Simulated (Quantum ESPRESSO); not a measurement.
## SrO (Fm-3m): Raman and infrared activity

Aim: Raman and infrared lines of SrO (Fm-3m).

Method: DFT LDA, scalar-relativistic, plane waves, PseudoDojo norm-conserving pseudopotentials, in Quantum ESPRESSO 8.0 development, patched.

The database entry behind the starting cell differs from later determinations by our own check (about 0.5 % short), so it need not match the best structure at ambient conditions.

## 1. The structure

It takes space group Fm-3m (No. 225, cubic). The conventional cell has a = 5.133 Å, b = 5.133 Å, c = 5.133 Å, α = 90.00°, β = 90.00°, γ = 90.00°. Nearest to Sr lie 6 O at 2.57 Å. Nearest to O lie 6 Sr at 2.57 Å. Farther neighbours and most contacts between anions are not listed.

## 2. A probe with smearing

Before anything dear is run, a loose run with smearing shows whether this is a metal and how far the cell is from rest.

File probe.in:

```
&CONTROL
  calculation = 'scf'
  prefix      = 'x'
  outdir      = './tmp'
  pseudo_dir  = './pseudo'
  tprnfor     = .true.
  tstress     = .true.
  verbosity   = 'high'
/
&SYSTEM
  ibrav       = 0
  nat         = 2
  ntyp        = 2
  ecutwfc     = 84.0
  occupations = 'smearing'
  smearing    = 'gaussian'
  degauss     = 0.01
/
&ELECTRONS
  conv_thr         = 1.0d-07
  mixing_beta      = 0.7
  electron_maxstep = 100
/
ATOMIC_SPECIES
 Sr     87.6200  Sr.upf
 O      15.9990  O.upf
CELL_PARAMETERS angstrom
    -2.566300000    0.000000000    2.566300000
     0.000000000    2.566300000    2.566300000
    -2.566300000    2.566300000    0.000000000
ATOMIC_POSITIONS crystal
 Sr     0.500000000   0.500000000   0.500000000
 O      0.000000000   0.000000000   0.000000000
K_POINTS automatic
 6 6 6 0 0 0
```

Command:

```
OMP_NUM_THREADS=1 mpirun -n 4 pw.x -nk 4 -in probe.in > probe.out
```

The log of the run:

```text
[banners, grids, parts of the stress and lines that vanish by symmetry left out]
Program PWSCF v.8.0dev
     Message from routine setup:
     using ibrav=0 with symmetry is DISCOURAGED, use correct ibrav instead
[...]
kinetic-energy cutoff     =      84.0000  Ry
     charge density cutoff     =     336.0000  Ry
     scf convergence threshold =      1.0E-07
[...]
Exchange-correlation= SLA-PW-NOGX-NOGC
                           (   1   4   0   0   0   0   0)
[...]
48 Sym. Ops., with inversion, found
[...]
(     0          1          0      )
                  (     0          0          1      )
[...]
(  0.0000000  1.0000000  0.0000000 )
                  (  0.0000000  0.0000000  1.0000000 )
[...]
(     1          0         -1      )
                  (     0          0         -1      )
[...]
(  0.0000000 -1.0000000  0.0000000 )
[...]
(     0          1         -1      )
                  (     0          1          0      )
[...]
( -1.0000000  0.0000000  0.0000000 )
                  (  0.0000000  1.0000000  0.0000000 )
[...]
number of k points=    16  Gaussian smearing, width (Ry)=  0.0100
[...]
End of self-consistent calculation
[...]
the Fermi energy is     8.6801 ev
!    total energy              =    -101.81951969 Ry
[...]
convergence has been achieved in   9 iterations
[...]
atom    1 type  1   force =    -0.00000000    0.00000000   -0.00000000
     atom    2 type  2   force =     0.00000000    0.00000000   -0.00000000
[...]
Total force =     0.000000     Total SCF correction =     0.000000
[...]
total   stress  (Ry/bohr**3)                   (kbar)     P=      -40.40
[...]
XML data file, charge density, pseudopotentials, collected wavefunctions

   JOB DONE.
```

Run time: 2.9 s. Hardware: 4 MPI ranks of Intel Xeon 6975P-C (Granite Rapids), shared host; 10 s of CPU time.

Numbers from this step:

| Property | Result |
| --- | --- |
| volume per atom | 16.90 Å³ |
| pressure | -4.04 GPa |
| gap on the k-mesh | 3.163 eV |

A gap of 3.2 eV opens on this mesh, so the crystal is taken as an insulator; the start stands at -4.0 GPa.

## 3. Relaxation

The relaxation runs at a cutoff a fifth above that of the response, since stress converges more slowly with the basis than frequencies do. Forces and stress are brought to rest with tight thresholds.

File relax.in:

```
&CONTROL
  calculation   = 'vc-relax'
  prefix        = 'x'
  outdir        = './tmp'
  pseudo_dir    = './pseudo'
  tprnfor       = .true.
  tstress       = .true.
  forc_conv_thr = 2.0d-05
  etot_conv_thr = 1.0d-07
  nstep         = 40
/
&SYSTEM
  ibrav       = 0
  nat         = 2
  ntyp        = 2
  ecutwfc     = 101
  occupations = 'fixed'
  nbnd        = 10
/
&ELECTRONS
  conv_thr         = 1.0d-11
  mixing_beta      = 0.7
  electron_maxstep = 100
/
&IONS
/
&CELL
  press_conv_thr = 0.2
/
ATOMIC_SPECIES
 Sr     87.6200  Sr.upf
 O      15.9990  O.upf
CELL_PARAMETERS angstrom
    -2.566300000    0.000000000    2.566300000
     0.000000000    2.566300000    2.566300000
    -2.566300000    2.566300000    0.000000000
ATOMIC_POSITIONS crystal
 Sr     0.500000000   0.500000000   0.500000000
 O      0.000000000   0.000000000   0.000000000
K_POINTS automatic
 8 8 8 0 0 0
```

Command:

```
OMP_NUM_THREADS=1 mpirun -n 4 pw.x -nk 4 -in relax.in > relax.out
```

The log of the run:

```text
[banners, grids, parts of the stress and lines that vanish by symmetry left out]
[banner, memory and clock lines left out]
Program PWSCF v.8.0dev

[...]
kinetic-energy cutoff     =     101.0000  Ry
     charge density cutoff     =     404.0000  Ry
     scf convergence threshold =      1.0E-11
[...]
energy convergence thresh.=      1.0E-07
     force convergence thresh. =      2.0E-05
     press convergence thresh. =      2.0E-01
     Exchange-correlation= SLA-PW-NOGX-NOGC
                           (   1   4   0   0   0   0   0)
[...]
48 Sym. Ops., with inversion, found
[...]
number of k points=    29
[...]
End of self-consistent calculation
[...]
highest occupied, lowest unoccupied level (ev):     7.6744   10.8375
!    total energy              =    -101.81955142 Ry
[...]
convergence has been achieved in  15 iterations
[...]
atom    1 type  1   force =    -0.00000000   -0.00000000   -0.00000000
     atom    2 type  2   force =     0.00000000    0.00000000    0.00000000
     Total force =     0.000000     Total SCF correction =     0.000000
[...]
total   stress  (Ry/bohr**3)                   (kbar)     P=      -40.12
[...]
number of bfgs steps    =   0
[...]
CELL_PARAMETERS (angstrom)
[...]
ATOMIC_POSITIONS (crystal)
Sr               0.5000000000        0.5000000000        0.5000000000
O                0.0000000000        0.0000000000        0.0000000000
[...]
New effective cutoffs (rho, wfc):  406.29  102.39
[...]
End of self-consistent calculation
[...]
highest occupied, lowest unoccupied level (ev):     7.9056   11.0543
!    total energy              =    -101.82052861 Ry
[...]
convergence has been achieved in   8 iterations
[...]
atom    1 type  1   force =     0.00000000    0.00000000    0.00000000
     atom    2 type  2   force =    -0.00000000   -0.00000000    0.00000000
     Total force =     0.000000     Total SCF correction =     0.000000
[...]
total   stress  (Ry/bohr**3)                   (kbar)     P=      -21.57
[...]
number of bfgs steps    =   1
[...]
CELL_PARAMETERS (angstrom)
[...]
ATOMIC_POSITIONS (crystal)
Sr               0.5000000000        0.5000000000        0.5000000000
O                0.0000000000        0.0000000000       -0.0000000000
[...]
New effective cutoffs (rho, wfc):  412.66  104.00
[...]
End of self-consistent calculation
[...]
highest occupied, lowest unoccupied level (ev):     8.1750   11.3049
!    total energy              =    -101.82088403 Ry
[...]
convergence has been achieved in  11 iterations
[...]
atom    1 type  1   force =     0.00000000    0.00000000    0.00000000
     atom    2 type  2   force =     0.00000000    0.00000000    0.00000000
     Total force =     0.000000     Total SCF correction =     0.000000
[...]
total   stress  (Ry/bohr**3)                   (kbar)     P=        1.79
[...]
number of bfgs steps    =   2
[...]
CELL_PARAMETERS (angstrom)
[...]
ATOMIC_POSITIONS (crystal)
[...]
New effective cutoffs (rho, wfc):  412.17  103.87
[...]
End of self-consistent calculation
[...]
highest occupied, lowest unoccupied level (ev):     8.1543   11.2857
!    total energy              =    -101.82088630 Ry
[...]
convergence has been achieved in   6 iterations
[...]
atom    1 type  1   force =     0.00000000    0.00000000    0.00000000
     atom    2 type  2   force =    -0.00000000   -0.00000000   -0.00000000
     Total force =     0.000000     Total SCF correction =     0.000000
[...]
total   stress  (Ry/bohr**3)                   (kbar)     P=       -0.07
[...]
number of bfgs steps    =   3
[...]
small trust_radius: resetting bfgs history
[...]
CELL_PARAMETERS (angstrom)
[...]
ATOMIC_POSITIONS (crystal)
[...]
New effective cutoffs (rho, wfc):  412.18  103.87
[...]
End of self-consistent calculation
[...]
highest occupied, lowest unoccupied level (ev):     8.1547   11.2861
!    total energy              =    -101.82088630 Ry
[...]
convergence has been achieved in   4 iterations
[...]
atom    1 type  1   force =     0.00000000    0.00000000    0.00000000
     atom    2 type  2   force =     0.00000000    0.00000000    0.00000000
     Total force =     0.000000     Total SCF correction =     0.000000
[...]
total   stress  (Ry/bohr**3)                   (kbar)     P=       -0.03
[...]
bfgs converged in   5 scf cycles and   4 bfgs steps
[...]
End of BFGS Geometry Optimization
     Final enthalpy           =    -101.8208863016 Ry
     File ./tmp/x.bfgs deleted, as requested
[...]
CELL_PARAMETERS (angstrom)
[...]
ATOMIC_POSITIONS (crystal)
Sr               0.5000000000        0.5000000000        0.5000000000
O                0.0000000000       -0.0000000000       -0.0000000000
[...]
Final scf calculation at the relaxed structure.
[...]
kinetic-energy cutoff     =     101.0000  Ry
     charge density cutoff     =     404.0000  Ry
     scf convergence threshold =      1.0E-13
[...]
press convergence thresh. =      2.0E-01
     Exchange-correlation= SLA-PW-NOGX-NOGC
                           (   1   4   0   0   0   0   0)
[...]
48 Sym. Ops., with inversion, found
[...]
number of k points=    29
[...]
End of self-consistent calculation
[...]
highest occupied, lowest unoccupied level (ev):     8.1547   11.2861
!    total energy              =    -101.82088444 Ry
[...]
convergence has been achieved in  16 iterations
[...]
atom    1 type  1   force =    -0.00000000   -0.00000000   -0.00000000
     atom    2 type  2   force =     0.00000000    0.00000000   -0.00000000
     Total force =     0.000000     Total SCF correction =     0.000000
[...]
total   stress  (Ry/bohr**3)                   (kbar)     P=       -0.02
[...]
XML data file, charge density, pseudopotentials, collected wavefunctions
```

Run time: 22 s. Hardware: 4 MPI ranks; 87 s of CPU time.

Step by step:

```tsv
step	energy less that of the first step (eV)	largest force (eV/Å)	pressure (GPa)	volume (Å³)
1	0.0000	0.0000	-4.01	33.80
2	-0.0133	0.0000	-2.16	33.12
3	-0.0181	0.0000	0.18	32.35
4	-0.0182	0.0000	-0.01	32.41
5	-0.0182	0.0000	0.00	32.41
6	-0.0181	0.0000	0.00	32.41
```

```tsv
conventional cell, symmetrised	before	after	change
a (Å)	5.133	5.061	-1.4 %
b (Å)	5.133	5.061	-1.4 %
c (Å)	5.133	5.061	-1.4 %
volume (Å³/atom)	16.90	16.20	-4.1 %
```

The relaxed structure:

```cif
data_structure
_symmetry_space_group_name_H-M 'P 1'
_symmetry_Int_Tables_number 1
_cell_length_a 3.5787
_cell_length_b 3.5787
_cell_length_c 3.5787
_cell_angle_alpha 60.000
_cell_angle_beta 60.000
_cell_angle_gamma 60.000
_cell_volume 32.41
loop_
_atom_site_label
_atom_site_type_symbol
_atom_site_fract_x
_atom_site_fract_y
_atom_site_fract_z
_atom_site_occupancy
Sr1 Sr 0.50000 0.50000 0.50000 1
O2 O 0.00000 0.00000 0.00000 1
```

The last row of the table of steps is pw.x's closing run on a basis chosen anew for the final cell, so its energy can jump.

This step gave:

```yaml
volume_per_atom: 16.20 Å³
pressure: -0.002 GPa
gap_on_the_k_mesh: 3.131 eV
```

The volume changes by -4.1 % from the cell with which this run began.

## 4. Ground state

The response is built on this ground state, so it is converged far tighter than an energy would need. With a gap, occupations are fixed, which also allows the response to an electric field.

File scf.in:

```
&CONTROL
  calculation = 'scf'
  prefix      = 'x'
  outdir      = './tmp'
  pseudo_dir  = './pseudo'
  tprnfor     = .true.
  tstress     = .true.
/
&SYSTEM
  ibrav       = 0
  nat         = 2
  ntyp        = 2
  ecutwfc     = 84.0
  occupations = 'fixed'
  nbnd        = 10
/
&ELECTRONS
  conv_thr         = 1.0d-12
  mixing_beta      = 0.7
  electron_maxstep = 100
/
ATOMIC_SPECIES
 Sr     87.6200  Sr.upf
 O      15.9990  O.upf
CELL_PARAMETERS angstrom
    -2.530513267    0.000000000    2.530513267
     0.000000000    2.530513267    2.530513267
    -2.530513267    2.530513267    0.000000000
ATOMIC_POSITIONS crystal
 Sr     0.500000000   0.500000000   0.500000000
 O      0.000000000   0.000000000   0.000000000
K_POINTS automatic
 8 8 8 0 0 0
```

Command:

```
OMP_NUM_THREADS=1 mpirun -n 4 pw.x -nk 4 -in scf.in > scf.out
```

The log of the run:

```text
[banners, grids, parts of the stress and lines that vanish by symmetry left out]
[banner, memory and clock lines left out]
Program PWSCF v.8.0dev

[...]
kinetic-energy cutoff     =      84.0000  Ry
     charge density cutoff     =     336.0000  Ry
     scf convergence threshold =      1.0E-12
[...]
Exchange-correlation= SLA-PW-NOGX-NOGC
                           (   1   4   0   0   0   0   0)
[...]
48 Sym. Ops., with inversion, found
[...]
number of k points=    29
[...]
End of self-consistent calculation
[...]
highest occupied, lowest unoccupied level (ev):     8.1547   11.2861
!    total energy              =    -101.82086262 Ry
[...]
convergence has been achieved in  15 iterations
[...]
atom    1 type  1   force =     0.00000000    0.00000000    0.00000000
     atom    2 type  2   force =    -0.00000000   -0.00000000   -0.00000000
     Total force =     0.000000     Total SCF correction =     0.000000
[...]
total   stress  (Ry/bohr**3)                   (kbar)     P=       -0.27
[...]
XML data file, charge density, pseudopotentials, collected wavefunctions
```

Wall time 4.3 s (4 MPI ranks).

This step gave:

* pressure: -0.02700 GPa

The cell stands at -0.027 GPa, close enough for phonons.

(Continued in part 2 of 3.)

[Host names and launcher messages were left out of these logs when they were recorded.]

[Logs are printed without paths, hosts, clocks, repeated set-up lines and the standing remarks that a program may print on its own settings, such as how far it seeks lower states.]

[Hosts, paths, dates, database ids (printed as entryN), source tags and the programs' standing remarks are cut or masked in the printed files.]
